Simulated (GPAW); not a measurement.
## 1T-VClI monolayer in an electric field

Wanted: the out-of-plane polarisability of 1T-VClI monolayer.

Method: GPAW, PAW setups; layer in a repeated cell with vacuum, relaxation of atoms and in-plane cell, in the first sound run; inputs show where later runs differ, in GPAW 26.7.0.

Most raw output is cut from this account.

## (1) The structure

The cell holds 3 atoms: 1 I, 1 V and 1 Cl. Its edges and angles: a = 3.783 Å, b = 3.783 Å, c = 21.056 Å, α = 90.0°, β = 90.0°, γ = 120.0°. Vacuum lies along c.

As a file:

```cif
data_structure
_symmetry_space_group_name_H-M 'P 1'
_symmetry_Int_Tables_number 1
_cell_length_a 3.7826
_cell_length_b 3.7826
_cell_length_c 21.0556
_cell_angle_alpha 90.000
_cell_angle_beta 90.000
_cell_angle_gamma 120.000
_cell_volume 260.90
loop_
_atom_site_label
_atom_site_type_symbol
_atom_site_fract_x
_atom_site_fract_y
_atom_site_fract_z
_atom_site_occupancy
I1 I 0.66667 0.33333 0.42744 1
V2 V 0.00000 0.00000 0.51540 1
Cl3 Cl 0.33333 0.66667 0.57256 1
```

## (2) Relaxing the atoms

The atoms are relaxed first, since the surface dipole, and with it the work function, follows the positions of the outer layers.

run.py reads:

```python
import json
import numpy as np
from ase import Atoms
from ase.filters import FrechetCellFilter
from ase.optimize import BFGS
from gpaw import GPAW, PW

slab = Atoms(
    ['I', 'V', 'Cl'],
    positions=[
        [1.89128, 1.09193, 9.00000],
        [0.00000, 0.00000, 10.85212],
        [-0.00000, 2.18387, 12.05557]],
    cell=[[3.78257, 0.0, 0.0], [-1.89128, 3.2758, 0.0], [0.0, 0.0, 21.0556]],
    pbc=[True, True, True],
    magmoms=[0.0, 1.0, 0.0])

slab.calc = GPAW(mode=PW(600), xc='PBE', kpts={'size': (9, 9, 1), 'gamma': True},
                 occupations={'name': 'fermi-dirac', 'width': 0.05}, nbands='160%',
                 convergence={'density': 1e-05}, maxiter=200,
                 symmetry={'tolerance': 1e-3}, txt='slab.txt')
result = {}
# The in-plane cell is free; stress needs a cell that repeats along all three vectors
path = []
opt = BFGS(FrechetCellFilter(slab, mask=[1, 1, 0, 0, 0, 1]), maxstep=0.2)
opt.attach(lambda: path.append((slab.get_potential_energy(), slab.positions.tolist(), slab.get_forces().tolist())))
result['relaxed'] = bool(opt.run(fmax=0.02, steps=45))
result['path'] = path
result['cell'] = slab.cell.tolist()
print('in-plane lattice', slab.cell.cellpar().round(4)[[0, 1, 5]])
energy = slab.get_potential_energy()
fermi = slab.calc.get_fermi_level()
v = slab.calc.get_electrostatic_potential().mean((0, 1)) - fermi
n = slab.calc.get_pseudo_density().mean((0, 1))
L = slab.cell[2, 2]
z = np.arange(len(v)) * L / len(v)
low, high = slab.positions[:, 2].min(), slab.positions[:, 2].max()
below, above = np.interp([low - 6.8, high + 6.8], z, v)
slopes = [np.interp(x, z, np.gradient(v, z)) for x in (low - 6.8, high + 6.8)]
eps = np.array([[slab.calc.get_eigenvalues(k, s) for k in range(len(slab.calc.get_ibz_k_points()))]
                for s in range(slab.calc.get_number_of_spins())]) - fermi
top, bottom = eps[eps < 0].max(), eps[eps > 0].min()
dipole = slab.get_dipole_moment()[2]
print(f'energy {energy:.4f} eV, Fermi level {fermi:.4f} eV, dipole {dipole:.5f} e A')
print(f'potential 6.8 A off the faces, from the Fermi level: lower {below:.4f} eV, upper {above:.4f} eV')
print(f'slope of the potential there: lower {slopes[0]:.5f}, upper {slopes[1]:.5f} eV/A')
print(f'nearest levels on the mesh: {top:.4f} and {bottom:.4f} eV')
print('magnetic moment', round(slab.get_magnetic_moment(), 3))
result.update(energy=energy, fermi=fermi, dipole=dipole, below=below, above=above, slopes=slopes, edges=[top, bottom],
              z=z.tolist(), v=v.tolist(), n=n.tolist(), positions=slab.positions.tolist(),
              forces=slab.get_forces(apply_constraint=False).tolist(), moments=slab.get_magnetic_moments().tolist())
json.dump(result, open('result.json', 'w'))
```

Run with:

```console
$ OMP_NUM_THREADS=1 OPENBLAS_NUM_THREADS=1 python run.py
```

Wall time 11 min (1 thread of AMD EPYC 7B13 (Zen 3), shared host); peak memory 0.58 GiB.

This step gave:

* dipole along the normal: -0.05290 e·Å
* levels nearest the Fermi level on the mesh: -0.5955, 0.5669 eV from the Fermi level
* site moments: -0.03817, 2.534, -0.006871 μB
* sum of the site moments: 2.489 μB

The electrostatic potential energy of an electron (without an applied field's), less the Fermi level, planar mean by z:

```csv
z (Å),"electrostatic potential energy of an electron (without an applied field's), less the Fermi level, planar mean (eV)"
0,3.96
1,3.93
2,3.90
3,3.86
4,3.83
5,3.79
6,3.75
7,3.61
8,1.44
9,-17.4
10,-4.15
11,-8.57
12,-13.1
13,2.91
14,4.16
15,4.17
16,4.14
17,4.10
18,4.07
19,4.04
20,4.00
```

Pseudo valence density, planar mean against z:

```csv
z (Å),"pseudo valence density, planar mean (e/Å³)"
5.5,6.7e-5
6.0,2.9e-4
6.5,0.00126
7.0,0.00567
7.5,0.0256
8.0,0.104
8.5,0.269
9.0,0.171
9.5,0.314
10.0,0.291
10.5,0.769
11.0,0.940
11.5,0.428
12.0,0.366
12.5,0.299
13.0,0.0827
13.5,0.0155
14.0,0.00294
14.5,5.7e-4
15.0,1.1e-4
```

Site moment by atom:

```csv
atom,site moment (μB)
I1,-0.04
V2,2.53
Cl3,-0.01
```

The relaxation lowered the energy of the cell by 0.0693 eV (energies extrapolated to zero smearing; the optimiser's log prints free energies). The largest force left on a free atom is 0.014 eV/Å.

## (3) The slab's potential

With the geometry fixed, the planar mean of the potential gives the vacuum level on each side.

This step: GPAW, PAW setups; slab in vacuum (GPAW 26.7.0).

The cell differs from the one that the last finished run ended in (c 21.056 → 20.908 Å).

run.py: that of step 2 with these lines changed.

```diff
@@ -3,4 +3,2 @@
 from ase import Atoms
-from ase.filters import FrechetCellFilter
-from ase.optimize import BFGS
 from gpaw import GPAW, PW
@@ -10,22 +8,15 @@
     positions=[
-        [1.89128, 1.09193, 9.00000],
-        [0.00000, 0.00000, 10.85212],
-        [-0.00000, 2.18387, 12.05557]],
-    cell=[[3.78257, 0.0, 0.0], [-1.89128, 3.2758, 0.0], [0.0, 0.0, 21.0556]],
-    pbc=[True, True, True],
+        [1.94992, 1.12578, 9.00000],
+        [0.00000, 0.00000, 10.68191],
+        [-0.00000, 2.25158, 11.90836]],
+    cell=[[3.89984, -0.0, 0.0], [-1.94992, 3.37736, 0.0], [0.0, 0.0, 20.9084]],
+    pbc=[True, True, False],
     magmoms=[0.0, 1.0, 0.0])
 
-slab.calc = GPAW(mode=PW(600), xc='PBE', kpts={'size': (9, 9, 1), 'gamma': True},
+slab.calc = GPAW(mode=PW(400), xc='PBE', kpts={'size': (9, 9, 1), 'gamma': True},
                  occupations={'name': 'fermi-dirac', 'width': 0.05}, nbands='160%',
                  convergence={'density': 1e-05}, maxiter=200,
+                 poissonsolver={'dipolelayer': 'xy'},
                  symmetry={'tolerance': 1e-3}, txt='slab.txt')
 result = {}
-# The in-plane cell is free; stress needs a cell that repeats along all three vectors
-path = []
-opt = BFGS(FrechetCellFilter(slab, mask=[1, 1, 0, 0, 0, 1]), maxstep=0.2)
-opt.attach(lambda: path.append((slab.get_potential_energy(), slab.positions.tolist(), slab.get_forces().tolist())))
-result['relaxed'] = bool(opt.run(fmax=0.02, steps=45))
-result['path'] = path
-result['cell'] = slab.cell.tolist()
-print('in-plane lattice', slab.cell.cellpar().round(4)[[0, 1, 5]])
 energy = slab.get_potential_energy()
```

Wall time 46 s (1 thread); peak memory 0.27 GiB.

This step gave:

* dipole along the normal: -0.04145 e·Å
* levels nearest the Fermi level on the mesh: -0.5946, 0.5661 eV from the Fermi level
* upper work function: 4.256 eV
* lower work function: 3.685 eV
* site moments: -0.03806, 2.532, -0.006922 μB
* upper ionisation energy: 4.851 eV
* sum of the site moments: 2.487 μB

Table of electrostatic potential energy of an electron (without an applied field's), less the Fermi level, planar mean by z:

```csv
z (Å),"electrostatic potential energy of an electron (without an applied field's), less the Fermi level, planar mean (eV)"
0.0,3.97
0.5,3.69
1.0,3.69
1.5,3.69
2.0,3.69
2.5,3.69
3.0,3.69
3.5,3.69
4.0,3.69
4.5,3.69
5.0,3.68
5.5,3.68
6.0,3.68
6.5,3.65
7.0,3.52
7.5,2.98
8.0,0.630
8.5,-7.91
9.0,-18.1
9.5,-9.13
10.0,-4.20
10.5,-8.62
11.0,-7.64
11.5,-7.58
12.0,-12.0
12.5,-0.629
13.0,3.32
13.5,4.08
14.0,4.22
14.5,4.25
15.0,4.25
15.5,4.26
16.0,4.26
16.5,4.26
17.0,4.26
17.5,4.26
18.0,4.26
18.5,4.26
19.0,4.26
19.5,4.26
20.0,4.26
20.5,4.25
```

The pseudo valence density, planar mean by z:

```csv
z (Å),"pseudo valence density, planar mean (e/Å³)"
5,2.2e-5
6,4.1e-4
7,0.00796
8,0.136
9,0.157
10,0.303
11,0.761
12,0.357
13,0.0588
14,0.00211
15,7.9e-5
```

The layer is gapped, so the Fermi level lies somewhere inside the gap, set by smearing and numerics, and these work functions are no property of the material; the band edges below the vacuum level are. The potential is flat to 3.9e-5 eV/Å where it is read, so the vacuum is wide enough.

## (4) Field on

A uniform field along the normal polarises the slab; the atoms stay fixed, so this is the electronic response alone.

run.py: that of step 3 with these lines changed.

```diff
@@ -4,2 +4,3 @@
 from gpaw import GPAW, PW
+from gpaw.external import ConstantElectricField
 
@@ -19,2 +20,3 @@
                  poissonsolver={'dipolelayer': 'xy'},
+                 external=ConstantElectricField(-0.2, [0, 0, 1]),
                  symmetry={'tolerance': 1e-3}, txt='slab.txt')
```

Wall time 2.7 min (1 thread); peak memory 0.41 GiB.

Numbers from this step:

- dipole along the normal: -0.1079 e·Å
- levels nearest the Fermi level on the mesh: -0.5964, 0.5708 eV from the Fermi level
- site moments: -0.03906, 2.532, -0.006701 μB
- sum of the site moments: 2.486 μB
- potential below the slab, the applied field's own ramp left out: 3.181 eV from the Fermi level
- potential above the slab, the applied field's own ramp left out: 4.664 eV from the Fermi level

The electrostatic potential energy of an electron (without an applied field's), less the Fermi level, planar mean by z:

z (Å), electrostatic potential energy of an electron (without an applied field's), less the Fermi level, planar mean (eV) and a bar from the least value:
```
      0.0        3.9 #############################
      0.5        3.2 ############################
      1.0        3.2 ############################
      1.5        3.2 ############################
      2.0        3.2 ############################
      2.5        3.2 ############################
      3.0        3.2 ############################
      3.5        3.2 ############################
      4.0        3.2 ############################
      4.5        3.2 ############################
      5.0        3.2 ############################
      5.5        3.2 ############################
      6.0        3.2 ############################
      6.5        3.1 ############################
      7.0        3.0 ############################
      7.5        2.5 ###########################
      8.0        0.2 ########################
      8.5       -8.3 #############
      9.0      -18.4 
      9.5       -9.3 ############
     10.0       -4.3 ##################
     10.5       -8.6 #############
     11.0       -7.5 ##############
     11.5       -7.4 ##############
     12.0      -11.8 #########
     12.5       -0.3 ########################
     13.0        3.7 #############################
     13.5        4.5 ##############################
     14.0        4.6 ##############################
     14.5        4.7 ##############################
     15.0        4.7 ##############################
     15.5        4.7 ##############################
     16.0        4.7 ##############################
     16.5        4.7 ##############################
     17.0        4.7 ##############################
     17.5        4.7 ##############################
     18.0        4.7 ##############################
     18.5        4.7 ##############################
     19.0        4.7 ##############################
     19.5        4.7 ##############################
     20.0        4.7 ##############################
     20.5        4.6 ##############################
```

Force by atom:

```csv
atom,x (eV/Å),y (eV/Å),z (eV/Å),size
I1,0.0000,-0.0019,0.0291,0.0291
V2,0.0000,0.0016,-0.0549,0.0549
Cl3,0.0000,0.0002,0.0261,0.0261
```

The dipole is now -0.108 e Å, against -0.041 in the run without a field.

## (5) Field on

run.py: that of step 4 with these lines changed.

```diff
@@ -20,3 +20,3 @@
                  poissonsolver={'dipolelayer': 'xy'},
-                 external=ConstantElectricField(-0.2, [0, 0, 1]),
+                 external=ConstantElectricField(-0.1, [0, 0, 1]),
                  symmetry={'tolerance': 1e-3}, txt='slab.txt')
```

Elapsed: 2.6 min, on 1 thread; peak memory 0.4 GiB.

This step gave:

```
dipole along the normal                                         : -0.07474 e·Å
levels nearest the Fermi level on the mesh                      : -0.5957, 0.5683 eV from the Fermi level
site moments                                                    : -0.03856, 2.532, -0.006805 μB
sum of the site moments                                         : 2.487 μB
potential below the slab, the applied field's own ramp left out : 3.432 eV from the Fermi level
potential above the slab, the applied field's own ramp left out : 4.459 eV from the Fermi level
```

The electrostatic potential energy of an electron (without an applied field's), less the Fermi level, planar mean by z:

```csv
z (Å),"electrostatic potential energy of an electron (without an applied field's), less the Fermi level, planar mean (eV)"
0.0,3.95
0.5,3.43
1.0,3.43
1.5,3.43
2.0,3.43
2.5,3.43
3.0,3.43
3.5,3.43
4.0,3.43
4.5,3.43
5.0,3.43
5.5,3.43
6.0,3.42
6.5,3.40
7.0,3.28
7.5,2.74
8.0,0.418
8.5,-8.09
9.0,-18.3
9.5,-9.22
10.0,-4.24
10.5,-8.61
11.0,-7.59
11.5,-7.49
12.0,-11.9
12.5,-0.465
13.0,3.51
13.5,4.28
14.0,4.42
14.5,4.45
15.0,4.46
15.5,4.46
16.0,4.46
16.5,4.46
17.0,4.46
17.5,4.46
18.0,4.46
18.5,4.46
19.0,4.46
19.5,4.46
20.0,4.46
20.5,4.44
```

The dipole is now -0.0747 e Å, against -0.041 in the run without a field.

## (6) In a field

run.py: that of step 5 with these lines changed.

```diff
@@ -20,3 +20,3 @@
                  poissonsolver={'dipolelayer': 'xy'},
-                 external=ConstantElectricField(-0.1, [0, 0, 1]),
+                 external=ConstantElectricField(-0.05, [0, 0, 1]),
                  symmetry={'tolerance': 1e-3}, txt='slab.txt')
```

Elapsed: 2.6 min, on 1 thread; peak memory 0.4 GiB.

## (7) Field on

run.py: that of step 6 with these lines changed.

```diff
@@ -20,3 +20,3 @@
                  poissonsolver={'dipolelayer': 'xy'},
-                 external=ConstantElectricField(-0.05, [0, 0, 1]),
+                 external=ConstantElectricField(0.05, [0, 0, 1]),
                  symmetry={'tolerance': 1e-3}, txt='slab.txt')
```

The job ended after 2.7 min (1 thread; peak memory 0.4 GiB).

Table of electrostatic potential energy of an electron (without an applied field's), less the Fermi level, planar mean by z:

```csv
z (Å),"electrostatic potential energy of an electron (without an applied field's), less the Fermi level, planar mean (eV)"
0.0,3.98
0.5,3.81
1.0,3.81
1.5,3.81
2.0,3.81
2.5,3.81
3.0,3.81
3.5,3.81
4.0,3.81
4.5,3.81
5.0,3.81
5.5,3.81
6.0,3.80
6.5,3.77
7.0,3.65
7.5,3.09
8.0,0.736
8.5,-7.83
9.0,-18.1
9.5,-9.09
10.0,-4.19
10.5,-8.62
11.0,-7.66
11.5,-7.62
12.0,-12.1
12.5,-0.712
13.0,3.23
13.5,3.98
14.0,4.12
14.5,4.15
15.0,4.15
15.5,4.15
16.0,4.15
16.5,4.15
17.0,4.15
17.5,4.15
18.0,4.15
18.5,4.15
19.0,4.15
19.5,4.15
20.0,4.15
20.5,4.15
```

## (8) Field on

run.py: that of step 7 with these lines changed.

```diff
@@ -20,3 +20,3 @@
                  poissonsolver={'dipolelayer': 'xy'},
-                 external=ConstantElectricField(0.05, [0, 0, 1]),
+                 external=ConstantElectricField(0.1, [0, 0, 1]),
                  symmetry={'tolerance': 1e-3}, txt='slab.txt')
```

Elapsed: 2.7 min, on 1 thread; peak memory 0.4 GiB.

The dipole is now -0.00831 e Å, against -0.041 in the run without a field.

## (9) Field on

run.py: that of step 8 with these lines changed.

```diff
@@ -20,3 +20,3 @@
                  poissonsolver={'dipolelayer': 'xy'},
-                 external=ConstantElectricField(0.1, [0, 0, 1]),
+                 external=ConstantElectricField(0.2, [0, 0, 1]),
                  symmetry={'tolerance': 1e-3}, txt='slab.txt')
```

Run time: 2.9 min. Hardware: 1 thread; peak memory 0.4 GiB.

The electrostatic potential energy of an electron (without an applied field's), less the Fermi level, planar mean by z:

```csv
z (Å),"electrostatic potential energy of an electron (without an applied field's), less the Fermi level, planar mean (eV)"
0.0,4.02
0.5,4.19
1.0,4.19
1.5,4.19
2.0,4.19
2.5,4.19
3.0,4.19
3.5,4.19
4.0,4.19
4.5,4.19
5.0,4.19
5.5,4.19
6.0,4.18
6.5,4.15
7.0,4.02
7.5,3.45
8.0,1.06
8.5,-7.56
9.0,-17.9
9.5,-8.97
10.0,-4.13
10.5,-8.63
11.0,-7.73
11.5,-7.75
12.0,-12.3
12.5,-0.958
13.0,2.95
13.5,3.69
14.0,3.82
14.5,3.85
15.0,3.85
15.5,3.85
16.0,3.85
16.5,3.85
17.0,3.85
17.5,3.85
18.0,3.85
18.5,3.85
19.0,3.85
19.5,3.85
20.0,3.85
20.5,3.86
```

The dipole is now 0.0250 e Å, against -0.041 in the run without a field.

## (10) In a field

run.py: that of step 9 with these lines changed.

```diff
@@ -20,3 +20,3 @@
                  poissonsolver={'dipolelayer': 'xy'},
-                 external=ConstantElectricField(0.2, [0, 0, 1]),
+                 external=ConstantElectricField(0.3, [0, 0, 1]),
                  symmetry={'tolerance': 1e-3}, txt='slab.txt')
```

It took 3 min on 1 thread; peak memory 0.4 GiB.

The dipole is now 0.0583 e Å, against -0.041 in the run without a field.

## (11) The series

The members are put on one axis.

This step: induced dipole against applied field (GPAW 26.7.0).

The dipole along the normal by field:

```csv
field (V/Å),dipole along the normal (e·Å)
-0.200,-0.108
-0.100,-0.0747
-0.050,-0.0581
0.000,-0.0415
0.050,-0.0249
0.100,-0.00831
0.200,0.0250
0.300,0.0583
```

## (12) A changed run

One more run, with changed settings.

This step: GPAW, PAW setups; slab in vacuum (GPAW 26.7.0).

run.py: that of step 10 with these lines changed.

```diff
@@ -4,3 +4,2 @@
 from gpaw import GPAW, PW
-from gpaw.external import ConstantElectricField
 
@@ -16,7 +15,6 @@
 
-slab.calc = GPAW(mode=PW(400), xc='PBE', kpts={'size': (9, 9, 1), 'gamma': True},
+slab.calc = GPAW(mode=PW(400), xc='pbe96', kpts={'size': (9, 9, 1), 'gamma': True},
                  occupations={'name': 'fermi-dirac', 'width': 0.05}, nbands='160%',
-                 convergence={'density': 1e-05}, maxiter=200,
+                 convergence={'density': 1e-05}, maxiter=100,
                  poissonsolver={'dipolelayer': 'xy'},
-                 external=ConstantElectricField(0.3, [0, 0, 1]),
                  symmetry={'tolerance': 1e-3}, txt='slab.txt')
```

Elapsed: 0.8 s, on 1 thread; peak memory 0.1 GiB.

The input was rejected at the start.

The program's message: “NameError: Unknown functional: pbe96.”

The change that led to it: xc = "pbe96".

## (13) Results

* work function, upper and lower face (Fermi level placed in the gap by the smearing): 4.256 and 3.685 eV
* ionisation energy from the upper face (highest filled level on the mesh): 4.85 eV
* electron affinity from the upper face (lowest empty Kohn-Sham level on the mesh): 3.69 eV
* dipole along the normal: -0.0415 e Å
* induced dipole per field: 0.332 e Å per V/Å
* out-of-plane polarisability per area, α/(ε0 A): 4.57 Å

What this shows: The field induces 0.332 e Å per V/Å, a polarisable thickness α/(ε0 A) of 4.57 Å beside 2.91 Å between the outermost nuclei. A perfect conductor would give the distance between its two image planes; a dielectric of thickness t gives t(1 - 1/ε). The two faces differ by 0.57 eV, the step that the slab's dipole makes (e p/(ε0 A) gives 0.57 eV), so the dipole layer is needed. The levels nearest the Fermi level on the mesh lie 1.16 eV apart, so the slab is gapped there: the smearing puts the Fermi level inside the gap, and from either face the ionisation energy is the work function plus 0.59 eV. Both are Kohn-Sham levels on the mesh, and semilocal gaps are too small, so the affinity tends to come out too large and the ionisation energy too small. The induced dipole is linear in the field over this range. The starting lattice was a guess from atomic radii; the relaxation moved it by 3 %. With elements this heavy, spin-orbit coupling can move band edges by tenths of an eV. The relaxation of atoms and cell ran in a fully periodic cell without the dipole layer, so the atoms of this polar layer felt a small spurious field. One magnetic start was tried; another order may lie lower. The layer's cell and atoms come from the relaxation; spin-orbit coupling and temperature are left out.

[Logs are printed without paths, hosts, clocks, repeated set-up lines and the standing remarks that a program may print on its own settings, such as how far it seeks lower states.]

[Hosts, paths, dates, database ids (printed as entryN), source tags and the programs' standing remarks are cut or masked in the printed files.]
